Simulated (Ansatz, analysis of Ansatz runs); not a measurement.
**Li5AuO4 (C2/m), nudged elastic band: V_Li hop (2.7 Å) (q = 0)**

Aim: the barrier of one jump in Li5AuO4 (C2/m) at charge 0: V_Li hop (2.7 Å). The model is a cell of 80 host atoms with 1 Li taken out; Li is the atom that moves.

Method: plane-wave PAW DFT, PBEsol; nudged elastic band between two relaxed defect structures, in Ansatz 0.2.0.

### Step 1. Starting point

The cell holds 79 atoms: 39 Li, 8 Au and 32 O. Its edges and angles: a = 9.403 Å, b = 9.404 Å, c = 9.396 Å, α = 90.0°, β = 102.9°, γ = 90.0°. It derives from Li5AuO4 (space group C2/m). Nearest the centre at fractional (0.250, 0.359, 0.500): Li26 at 1.33 Å, O15 at 1.48 Å, O33 at 1.48 Å, Li2 at 2.43 Å, Li22 at 2.43 Å, Li23 at 2.46 Å, Li62 at 2.46 Å, O20 at 2.69 Å.

The cell's shortest repeat is 9.4 Å.

### Step 2. Relaxation of the start point, charge 0

The ends come first: from an unrelaxed start the top is counted from too high an energy, and the barrier comes out too low. Small random displacements break the symmetry of the ideal sites, so that the defect can distort if it gains by it. The cell holds an odd number of electrons, so the run is spin-polarised with the moment held at 1 μB.

q0_M1.start/input.yaml

```yaml
crystal:
  lattice:
    - [9.40268524, 0.0, -0.02548652]
    - [0.0, 9.40405317, 0.0]
    - [-2.07562506, 0.0, 9.16358709]
  atoms:
    - { symbol: Li, position: [0.0, 0.7924353, 0.25] }
    - { symbol: Li, position: [0.25, 0.2924353, 0.25] }
    - { symbol: Li, position: [0.0, 0.28254642, 0.0] }
    - { symbol: Li, position: [0.25, 0.78254642, 0.0] }
    - { symbol: Li, position: [0.0, 0.71745358, 0.0] }
    - { symbol: Li, position: [0.25, 0.21745358, 0.0] }
    - { symbol: Li, position: [0.0, 0.2075647, 0.25] }
    - { symbol: Li, position: [0.25, 0.7075647, 0.25] }
    - { symbol: Li, position: [0.0, 0.0, 0.0] }
    - { symbol: Li, position: [0.25, 0.5, 0.0] }
    - { symbol: Au, position: [0.0, 0.5, 0.25] }
    - { symbol: Au, position: [0.25, 0.0, 0.25] }
    - { symbol: O, position: [0.12789862, 0.85260183, 0.12509074] }
    - { symbol: O, position: [0.37789862, 0.35260183, 0.12509074] }
    - { symbol: O, position: [0.12210138, 0.35260183, 0.37490926] }
    - { symbol: O, position: [0.37210138, 0.85260183, 0.37490926] }
    - { symbol: O, position: [0.12789862, 0.14739817, 0.12509074] }
    - { symbol: O, position: [0.37789862, 0.64739817, 0.12509074] }
    - { symbol: O, position: [0.12210138, 0.64739817, 0.37490926] }
    - { symbol: O, position: [0.37210138, 0.14739817, 0.37490926] }
    - { symbol: Li, position: [0.0, 0.7924353, 0.75] }
    - { symbol: Li, position: [0.25, 0.2924353, 0.75] }
    - { symbol: Li, position: [0.0, 0.28254642, 0.5] }
    - { symbol: Li, position: [0.25, 0.78254642, 0.5] }
    - { symbol: Li, position: [0.0, 0.71745358, 0.5] }
    - { symbol: Li, position: [0.25, 0.21745358, 0.5] }
    - { symbol: Li, position: [0.0, 0.2075647, 0.75] }
    - { symbol: Li, position: [0.25, 0.7075647, 0.75] }
    - { symbol: Li, position: [0.0, 0.0, 0.5] }
    - { symbol: Au, position: [0.0, 0.5, 0.75] }
    - { symbol: Au, position: [0.25, 0.0, 0.75] }
    - { symbol: O, position: [0.12789862, 0.85260183, 0.62509074] }
    - { symbol: O, position: [0.37789862, 0.35260183, 0.62509074] }
    - { symbol: O, position: [0.12210138, 0.35260183, 0.87490926] }
    - { symbol: O, position: [0.37210138, 0.85260183, 0.87490926] }
    - { symbol: O, position: [0.12789862, 0.14739817, 0.62509074] }
    - { symbol: O, position: [0.37789862, 0.64739817, 0.62509074] }
    - { symbol: O, position: [0.12210138, 0.64739817, 0.87490926] }
    - { symbol: O, position: [0.37210138, 0.14739817, 0.87490926] }
    - { symbol: Li, position: [0.5, 0.7924353, 0.25] }
    - { symbol: Li, position: [0.75, 0.2924353, 0.25] }
    - { symbol: Li, position: [0.5, 0.28254642, 0.0] }
    - { symbol: Li, position: [0.75, 0.78254642, 0.0] }
    - { symbol: Li, position: [0.5, 0.71745358, 0.0] }
    - { symbol: Li, position: [0.75, 0.21745358, 0.0] }
    - { symbol: Li, position: [0.5, 0.2075647, 0.25] }
    - { symbol: Li, position: [0.75, 0.7075647, 0.25] }
    - { symbol: Li, position: [0.5, 0.0, 0.0] }
    - { symbol: Li, position: [0.75, 0.5, 0.0] }
    - { symbol: Au, position: [0.5, 0.5, 0.25] }
    - { symbol: Au, position: [0.75, 0.0, 0.25] }
    - { symbol: O, position: [0.62789862, 0.85260183, 0.12509074] }
    - { symbol: O, position: [0.87789862, 0.35260183, 0.12509074] }
    - { symbol: O, position: [0.62210138, 0.35260183, 0.37490926] }
    - { symbol: O, position: [0.87210138, 0.85260183, 0.37490926] }
    - { symbol: O, position: [0.62789862, 0.14739817, 0.12509074] }
    - { symbol: O, position: [0.87789862, 0.64739817, 0.12509074] }
    - { symbol: O, position: [0.62210138, 0.64739817, 0.37490926] }
    - { symbol: O, position: [0.87210138, 0.14739817, 0.37490926] }
    - { symbol: Li, position: [0.5, 0.7924353, 0.75] }
    - { symbol: Li, position: [0.75, 0.2924353, 0.75] }
    - { symbol: Li, position: [0.5, 0.28254642, 0.5] }
    - { symbol: Li, position: [0.75, 0.78254642, 0.5] }
    - { symbol: Li, position: [0.5, 0.71745358, 0.5] }
    - { symbol: Li, position: [0.75, 0.21745358, 0.5] }
    - { symbol: Li, position: [0.5, 0.2075647, 0.75] }
    - { symbol: Li, position: [0.75, 0.7075647, 0.75] }
    - { symbol: Li, position: [0.5, 0.0, 0.5] }
    - { symbol: Li, position: [0.75, 0.5, 0.5] }
    - { symbol: Au, position: [0.5, 0.5, 0.75] }
    - { symbol: Au, position: [0.75, 0.0, 0.75] }
    - { symbol: O, position: [0.62789862, 0.85260183, 0.62509074] }
    - { symbol: O, position: [0.87789862, 0.35260183, 0.62509074] }
    - { symbol: O, position: [0.62210138, 0.35260183, 0.87490926] }
    - { symbol: O, position: [0.87210138, 0.85260183, 0.87490926] }
    - { symbol: O, position: [0.62789862, 0.14739817, 0.62509074] }
    - { symbol: O, position: [0.87789862, 0.64739817, 0.62509074] }
    - { symbol: O, position: [0.62210138, 0.64739817, 0.87490926] }
    - { symbol: O, position: [0.87210138, 0.14739817, 0.87490926] }
basis:
  ecutwfc: 420
  xc_grid: 2
hamiltonian:
  xc: pbesol
kpoints:
  mp_grid: { grid: [1, 1, 1], shift: [0.25, 0.25, 0.25] }
magnetization:
  spin_polarized: true
  initial_magnetization: 1
  spin_locking: { lock_magnetization: hard }
scf:
  occupations: { method: fixed }
  max_iter: 150
output:
  forces: true
relax:
  f_tol: 0.02
  max_steps: 70
  random_displacement: { amplitude: 0.03, seed: 5196 }
```

On the command line:

```console
ansatz run input.yaml --threads 4 --pin off --max-ram 14131MiB --backend cpu --events-out ev --progress --plain --runs-dir out
```

Output:

```text
The last accepted step is kept in <dir> (removed where the run ends without a failure and the disk answers)
Engine: ansatz 0.2.0, aarch64-unknown-linux-gnu
Pseudopotentials: kind: paw
Pseudopotential: Li, paw, valence charge 3, recommended cutoff 420 eV (normal), Li.paw.azcp
Pseudopotential: Au, paw, valence charge 19, recommended cutoff 420 eV (normal), Au.paw.azcp
Pseudopotential: O, paw, valence charge 6, recommended cutoff 420 eV (normal), O.paw.azcp
Functional definition: PBEsol
  exchange = pbesol_x
  correlation = pbesol_c
Crystal: 79 atoms, lattice volume = 809.778 Å³
Basis set: ecut = 420 eV, 15817 PW (Γ), exchange–correlation on 128×128×128 points (8 copies of the dense FFT grid, shifted against one another)
Bands: 310, of which v1, the nominal top of the filled ones, is band 231 counted from 1 (230 counted from 0)
Symmetry: 1 space group operations
k-points: 1
Non-local potential: Li, projectors of the file, l = 0: 3, l = 1: 2, l = 2: 1
Non-local potential: Au, projectors of the file, l = 0: 3, l = 1: 2, l = 2: 2, l = 3: 1
Non-local potential: O, projectors of the file, l = 0: 2, l = 1: 2, l = 2: 1
PAW form: soft (Blöchl's): semilocal exchange-correlation on the pseudo side does not see the compensation charge
PAW frozen core: Au, regenerated for the run's functional, and the local potential with it (the file was generated under x = pbe(κ = 0.804, μ = 0.219515), c = pbe(β = 0.066725))
PAW frozen core: O, regenerated for the run's functional, and the local potential with it (the file was generated under x = pbe(κ = 0.804, μ = 0.219515), c = pbe(β = 0.066725))
PAW one-centre angular grid: Li, 110 points (default); XC on 64 Gauss nodes
PAW one-centre angular grid: Au, 590 points (default); XC on 64 Gauss nodes
PAW one-centre angular grid: O, 110 points (default); XC on 64 Gauss nodes
Initial density: superposition of atomic densities (chi_scale 0.1, normalization cell, long waves kept (reshape's long-wave potential 0.13 eV rms))
Starting moments: Σ|m| = 1 μB on 79 of 79 sites
Initial wavefunctions: pseudopotential atomic-orbital guess
Functional: x = pbesol(κ = 0.804, μ = 0.123457), c = pbesol(β = 0.046)
SCF iter   1: F=—  HF=-129997.331091 eV  |F-HF|=—  |Δ(HF+E_count)|=         —  Δρ=5.20e-2 (↑4.89e-2 ↓5.20e-2)  dr2=1.44e2  dr2_m=2.22e-1  M=1.000 μB ∫|m|=1.041 μB  β_m=0.30  ethr=3.10e-3  ⟨swp⟩=4.0  Hψ=1808  notcnv=0  defer=148
preconditioner: auto → Resta (q_TF=auto, 2.484 Å⁻¹)  ε∞=3.9  [insulator: Δε(μ)=0.144 eV  Ē_g=13.638 eV  n_scr=218 (ndim 8)  ℏωp=23.3 eV  f_vac=0.001  ε∞_Penn≈3.9]
spin=Collinear: Resta preconditioning applied to the charge; magnetization (m = ρ↑ − ρ↓) channel mixes plain (no charge-response kernel on spin).
SCF iter   2: F=—  HF=-129971.329468 eV  |F-HF|=—  |Δ(HF+E_count)|=    2.60e1  Δρ=2.93e-2 (↑2.81e-2 ↓2.93e-2)  dr2=3.59e1  dr2_m=1.05e-1  M=1.000 μB ∫|m|=1.035 μB  β_m=0.41  ethr=3.10e-3  ⟨swp⟩=3.0  Hψ=1107  notcnv=0  defer=148
SCF iter   3: F=—  HF=-129961.935108 eV  |F-HF|=—  |Δ(HF+E_count)|=    9.39e0  Δρ=1.49e-2 (↑1.36e-2 ↓1.49e-2)  dr2=7.90e0  dr2_m=7.91e-2  M=1.000 μB ∫|m|=1.057 μB  β_m=0.53  ethr=3.10e-3  ⟨swp⟩=2.0  Hψ=828  notcnv=0  defer=142
SCF iter   4: F=—  HF=-129960.331672 eV  |F-HF|=—  |Δ(HF+E_count)|=    1.60e0  Δρ=1.75e-2 (↑6.12e-3 ↓1.75e-2)  dr2=5.86e0  dr2_m=3.66e-1  M=1.000 μB ∫|m|=1.115 μB  β_m=0.44  ethr=1.71e-3  ⟨swp⟩=3.0  Hψ=757  notcnv=0  defer=142
SCF iter   5: F=—  HF=-129959.758138 eV  |F-HF|=—  |Δ(HF+E_count)|=   5.74e-1  Δρ=1.01e-2 (↑3.53e-3 ↓1.01e-2)  dr2=1.77e0  dr2_m=1.32e-1  M=1.000 μB ∫|m|=1.104 μB  β_m=0.42  ethr=1.27e-3  ⟨swp⟩=2.0  Hψ=779  notcnv=0  defer=151
SCF iter   6: F=—  HF=-129959.645808 eV  |F-HF|=—  |Δ(HF+E_count)|=   1.12e-1  Δρ=4.71e-3 (↑2.51e-3 ↓4.71e-3)  dr2=4.69e-1  dr2_m=2.42e-2  M=1.000 μB ∫|m|=1.093 μB  β_m=0.46  ethr=3.83e-4  ⟨swp⟩=2.0  Hψ=662  notcnv=0  defer=151
SCF iter   7: F=—  HF=-129959.647647 eV  |F-HF|=—  |Δ(HF+E_count)|=   1.84e-3  Δρ=4.29e-3 (↑2.03e-3 ↓4.29e-3)  dr2=3.51e-1  dr2_m=1.91e-2  M=1.000 μB ∫|m|=1.099 μB  β_m=0.41  ethr=1.02e-4  ⟨swp⟩=2.5  Hψ=761  notcnv=0  defer=155
SCF iter   8: F=—  HF=-129959.629925 eV  |F-HF|=—  |Δ(HF+E_count)|=   1.77e-2  Δρ=1.41e-3 (↑1.03e-3 ↓1.41e-3)  dr2=5.32e-2  dr2_m=1.32e-3  M=1.000 μB ∫|m|=1.101 μB  β_m=0.40  ethr=7.62e-5  ⟨swp⟩=2.0  Hψ=822  notcnv=0  defer=148
SCF iter   9: F=—  HF=-129959.634268 eV  |F-HF|=—  |Δ(HF+E_count)|=   4.34e-3  Δρ=1.11e-3 (↑4.99e-4 ↓1.11e-3)  dr2=2.19e-2  dr2_m=1.59e-3  M=1.000 μB ∫|m|=1.105 μB  β_m=0.49  ethr=1.15e-5  ⟨swp⟩=2.0  Hψ=746  notcnv=0  defer=155
SCF iter  10: F=—  HF=-129959.637291 eV  |F-HF|=—  |Δ(HF+E_count)|=   3.02e-3  Δρ=5.20e-4 (↑2.55e-4 ↓5.20e-4)  dr2=5.62e-3  dr2_m=3.15e-4  M=1.000 μB ∫|m|=1.105 μB  β_m=0.49  ethr=4.76e-6  ⟨swp⟩=2.0  Hψ=685  notcnv=0  defer=150
SCF iter  11: F=—  HF=-129959.639632 eV  |F-HF|=—  |Δ(HF+E_count)|=   2.34e-3  Δρ=1.94e-4 (↑1.73e-4 ↓1.94e-4)  dr2=9.63e-4  dr2_m=2.42e-5  M=1.000 μB ∫|m|=1.106 μB  β_m=0.52  ethr=1.22e-6  ⟨swp⟩=2.0  Hψ=671  notcnv=0  defer=143
SCF iter  12: F=—  HF=-129959.640097 eV  |F-HF|=—  |Δ(HF+E_count)|=   4.66e-4  Δρ=1.15e-4 (↑7.60e-5 ↓1.15e-4)  dr2=2.85e-4  dr2_m=1.32e-5  M=1.000 μB ∫|m|=1.106 μB  β_m=0.52  ethr=2.09e-7  ⟨swp⟩=2.0  Hψ=746  notcnv=0  defer=143
SCF iter  13: F=—  HF=-129959.640199 eV  |F-HF|=—  |Δ(HF+E_count)|=   1.02e-4  Δρ=2.80e-5 (↑2.54e-5 ↓2.80e-5)  dr2=2.10e-5  dr2_m=2.86e-7  M=1.000 μB ∫|m|=1.105 μB  β_m=0.62  ethr=6.18e-8  ⟨swp⟩=2.0  Hψ=722  notcnv=0  defer=143
SCF iter  14: F=—  HF=-129959.640220 eV  |F-HF|=—  |Δ(HF+E_count)|=   2.04e-5  Δρ=2.34e-5 (↑1.49e-5 ↓2.34e-5)  dr2=1.16e-5  dr2_m=5.32e-7  M=1.000 μB ∫|m|=1.105 μB  β_m=0.61  ethr=2.17e-9  ⟨swp⟩=3.0  Hψ=1548  notcnv=0
SCF iter  15: F=—  HF=-129959.640223 eV  |F-HF|=—  |Δ(HF+E_count)|=   3.36e-6  Δρ=2.51e-5 (↑8.34e-6 ↓2.51e-5)  dr2=1.01e-5  dr2_m=7.85e-7  M=1.000 μB ∫|m|=1.105 μB  β_m=0.51  ethr=2.17e-9  ⟨swp⟩=3.0  Hψ=1305  notcnv=0
SCF iter  16: F=—  HF=-129959.640224 eV  |F-HF|=—  |Δ(HF+E_count)|=   6.49e-7  Δρ=3.14e-5 (↑7.69e-6 ↓3.14e-5)  dr2=1.52e-5  dr2_m=1.31e-6  M=1.000 μB ∫|m|=1.105 μB  β_m=0.36  ethr=2.17e-9  ⟨swp⟩=3.0  Hψ=1287  notcnv=0
SCF iter  17: F=—  HF=-129959.640223 eV  |F-HF|=—  |Δ(HF+E_count)|=   5.19e-7  Δρ=1.02e-5 (↑3.91e-6 ↓1.02e-5)  dr2=1.84e-6  dr2_m=1.20e-7  M=1.000 μB ∫|m|=1.105 μB  β_m=0.44  ethr=2.17e-9  ⟨swp⟩=1.0  Hψ=1106  notcnv=0
SCF iter  18: F=-129959.640223 eV  HF=-129959.640223 eV  |F-HF|=2.09e-8  |Δ(HF+E_count)|=   1.09e-7  Δρ=3.26e-6 (↑1.91e-6 ↓3.26e-6)  dr2=2.42e-7  dr2_m=1.07e-8  M=1.000 μB ∫|m|=1.105 μB  ethr=3.99e-10  ⟨swp⟩=2.0  Hψ=914  notcnv=0
SCF 1 converged in 18 iterations: F = -129959.640223 eV  dr2 = 2.42e-7
  greatest PAW one-centre occupation: 1.001 electrons in one spin orbital (limit 2), on the Au atom at site 10 (counted from 0), in its partial waves of l = 0
relax step   1: F+E_penalty+E_count = -129959.64022338 eV  Δ(F+E_penalty+E_count) = +0.000e0 eV  max|allowed force component| = 2.151e0 eV/Å  Δτ_max = 0.0000 Å  (18 SCF iters, dr2 threshold 1.00e-5 eV, accepted)
[... the SCF cycles and remarks between the steps are left out from here to the last step ...]
relax step   2: F+E_penalty+E_count = -129960.28397865 eV  Δ(F+E_penalty+E_count) = -6.438e-1 eV  max|allowed force component| = 3.758e-1 eV/Å  Δτ_max = 0.1057 Å  (9 SCF iters, dr2 threshold 1.00e-4 eV, accepted)
relax step   3: F+E_penalty+E_count = -129960.40167418 eV  Δ(F+E_penalty+E_count) = -1.177e-1 eV  max|allowed force component| = 1.639e-1 eV/Å  Δτ_max = 0.1268 Å  (11 SCF iters, dr2 threshold 8.83e-6 eV, accepted)
relax step   4: F+E_penalty+E_count = -129960.41687700 eV  Δ(F+E_penalty+E_count) = -1.520e-2 eV  max|allowed force component| = 1.264e-2 eV/Å  Δτ_max = 0.0264 Å  (10 SCF iters, dr2 threshold 1.68e-6 eV, accepted)
iter 1 solved again at ethr=3.58e-11 eV; its pass at ethr=3.10e-3 eV (dr2=1.65e-7 eV) is discarded
SCF iter   1: F=—  HF=-129960.416877 eV  |F-HF|=—  |Δ(HF+E_count)|=         —  Δρ=2.64e-6 (↑1.86e-6 ↓2.64e-6)  dr2=1.65e-7  dr2_m=3.43e-9  M=1.000 μB ∫|m|=1.097 μB  β_m=0.30  ethr=3.58e-11  ⟨swp⟩=1.0  Hψ=1366  notcnv=0  defer=142
iter 2 did not close the SCF: its close was put off for a magnetic moment that had not settled (scf_convergence_deferred on its scf_iter line)
SCF iter   2: F=-129960.416877 eV  HF=-129960.416877 eV  |F-HF|=3.99e-8  |Δ(HF+E_count)|=   1.00e-8  Δρ=1.23e-6 (↑1.07e-6 ↓1.23e-6)  dr2=4.54e-8  dr2_m=7.13e-10  M=1.000 μB ∫|m|=1.097 μB  β_m=0.34  ethr=2.17e-11  ⟨swp⟩=2.0  Hψ=1523  notcnv=0
SCF iter   3: F=-129960.416877 eV  HF=-129960.416877 eV  |F-HF|=2.57e-8  |Δ(HF+E_count)|=   1.85e-8  Δρ=9.15e-7 (↑8.03e-7 ↓9.15e-7)  dr2=2.93e-8  dr2_m=3.74e-10  M=1.000 μB ∫|m|=1.097 μB  ethr=9.86e-12  ⟨swp⟩=1.0  Hψ=1106  notcnv=0
SCF 5 converged in 3 iterations: F = -129960.416877 eV  dr2 = 2.93e-8
relax step   5: F+E_penalty+E_count = -129960.41687709 eV  Δ(F+E_penalty+E_count) = -8.618e-8 eV  max|allowed force component| = 1.261e-2 eV/Å  Δτ_max = 0.0000 Å  (3 SCF iters, accepted)
SCF converged after 3 iterations
Magnetization: 1.0000 μB (231.0000 up, 230.0000 down)
Absolute magnetization: 1.0954 μB (∫|ρ↑−ρ↓|, with the PAW one-centre terms)
Spin contamination: 0.0013 ħ² per cell (⟨S²⟩ above its minimum at these occupations)
Per-site moments (μB) at R_I (Å): [(0.00192214, 0.797192), (-0.000357036, 0.794383), (-4.733261e-5, 0.794552), [... 76 left out ...]
Free energy (F): -129960.416877 eV
Harris-Foulkes:  -129960.416877 eV  (|F-HF|=2.57e-8)
Internal energy: -129960.416877 eV  (E = F + TS)
E sigma→0 (E₀):  -129960.416877 eV
Fermi energy:    5.227615 (↑ 5.227615, ↓ 5.224076) eV
--- Per-component energies (eV) ---
  E_band       = -7049.849857
  E_kinetic    = 11306.638291
  E_local      = -41252.581126  (includes V_loc(G=0)·N_el)
  E_nonlocal   = 869.350201
  E_hartree    = 16129.373213
  E_xc         = -4581.702471
  E_vxc        = -5757.288261  (∫ρ·V_xc dr)
  E_paw        = -82145.124318  (= ΣΔE_a)
  E_vpaw       = -4474.807958  (= ΣTr[D̂ρ^β])
  E_aug_tail   = 0.091781  (compensation charges beyond the density's cutoff)
  E_ewald      = -30290.067493
  E_core_change = 3.605046  (= ΣΔE_core)
  E_smearing   = -0.000000  (= −TS)
  E_closure    = -0.000000  (closes the sum)
  Σ components = -129960.416877   (vs F -129960.416877, Δ=0.00e0)
--- Forces (eV/Å), atoms counted from 1 ---
  atom   1  Li     0.00126637    -0.00238354     0.00153914
  atom   2  Li     0.00119537     0.00253661     0.00638988
  [... 12 atoms left out ...]
  atom  15  O      0.00046916     0.00116517    -0.00696101
  [... 3 atoms left out ...]
  atom  19  O      0.00020948     0.00525504    -0.00207548
  atom  20  O     -0.00209336    -0.00306967    -0.00432137
  [... 1 atom left out ...]
  atom  22  Li    -0.00597025    -0.00042504    -0.00071408
  atom  23  Li     0.00249637    -0.00316728     0.00323100
  [... 2 atoms left out ...]
  atom  26  Li     0.00135819    -0.00051073    -0.00032569
  [... 6 atoms left out ...]
  atom  33  O      0.00147611    -0.00262395     0.00246565
  [... 2 atoms left out ...]
  atom  36  O     -0.00934622     0.00258363    -0.00120696
  [... 25 atoms left out ...]
  atom  62  Li    -0.00330567     0.00309425    -0.00572821
  [... 17 atoms left out ...]
  max |Σ_I F_I| component: 9.89e-5 eV/Å
--- Relaxed structure (5 steps of the walk, 5 accepted, 0 SCFs on fresh bases) ---
  F+E_penalty+E_count = -129960.41687709 eV   max|allowed force component| = 1.261e-2 eV/Å
  atoms:
    - { symbol: Li, position: [-0.003803, 0.797031, 0.246101] }
    - { symbol: Li, position: [0.249788, 0.294206, 0.249797] }
    [... 12 atoms left out ...]
    - { symbol: O, position: [0.112938, 0.346603, 0.365609] }
    [... 3 atoms left out ...]
    - { symbol: O, position: [0.112878, 0.653735, 0.365928] }
    - { symbol: O, position: [0.371131, 0.148436, 0.375263] }
    [... 1 atom left out ...]
    - { symbol: Li, position: [0.250392, 0.294350, 0.749252] }
    - { symbol: Li, position: [-0.000241, 0.284086, 0.499327] }
    [... 2 atoms left out ...]
    - { symbol: Li, position: [0.250027, 0.230948, 0.499521] }
    [... 6 atoms left out ...]
    - { symbol: O, position: [0.387180, 0.346578, 0.633496] }
    [... 2 atoms left out ...]
    - { symbol: O, position: [0.129316, 0.148492, 0.623974] }
    [... 25 atoms left out ...]
    - { symbol: Li, position: [0.500579, 0.283724, 0.499989] }
    [... 17 atoms left out ...]
```

It took 2.6 min on 4 threads of Arm Neoverse V1, shared host; peak memory 2.4 GiB.

The column dr2 measures how far the density is from self-consistency, as an energy; F and HF (Harris–Foulkes) agree once it is small.

The steps of the relaxation:

| step | energy less that of the first step (eV) | largest force component (eV/Å) |
| --- | --- | --- |
| 1 | 0.0000 | 2.1509 |
| 2 | -0.6438 | 0.3758 |
| 3 | -0.7615 | 0.1639 |
| 4 | -0.7767 | 0.0126 |
| 5 | -0.7767 | 0.0126 |

The atoms that moved most (Å, from the sites as typed, ahead of the random displacement, the mean shift of all atoms taken out):

| atom | dx | dy | dz | length |
| --- | --- | --- | --- | --- |
| Li26 | 0.000 | 0.125 | -0.001 | 0.125 |
| Li24 | 0.000 | -0.122 | 0.002 | 0.122 |
| O15 | -0.068 | -0.058 | -0.082 | 0.121 |
| O33 | 0.069 | -0.058 | 0.080 | 0.120 |
| O37 | 0.066 | 0.057 | 0.082 | 0.120 |
| O19 | -0.069 | 0.058 | -0.079 | 0.120 |
| Li66 | 0.029 | -0.042 | 0.033 | 0.061 |
| Li1 | -0.028 | 0.042 | -0.033 | 0.060 |

Neighbours of Li26 at the end:

| atom | distance (Å) |
| --- | --- |
| O15 | 1.924 |
| O33 | 1.925 |
| O36 | 1.962 |
| O20 | 1.964 |
| Li23 | 2.405 |
| Li62 | 2.407 |
| Li2 | 2.420 |
| Li22 | 2.420 |

Read from the output:

```
free energy                                                                                       : -129960.4169 eV
total moment                                                                                      : 1 μB
integral of the absolute spin density                                                             : 1.095 μB
spin contamination                                                                                : 0.001304
r.m.s. move of the farther half of the atoms                                                      : 0.01609 Å
largest move from the ideal geometry of this structure, a common shift of the far atoms taken out : 0.1252 Å
```

The relaxation gained 0.777 eV and ended with a largest force component of 0.013 eV/Å.

[end of part 1 of 4]

[Long decimals in the printed logs are rounded to 6 places.]

[Repeated set-up lines and some long k-point lines are left out of the logs, and relaxed atomic positions are cut to six decimals.]

[Logs are printed without paths, hosts, clocks, repeated set-up lines and the standing remarks that a program may print on its own settings, such as how far it seeks lower states.]

[Hosts, paths, dates, database ids (printed as entryN), source tags and the programs' standing remarks are cut or masked in the printed files.]
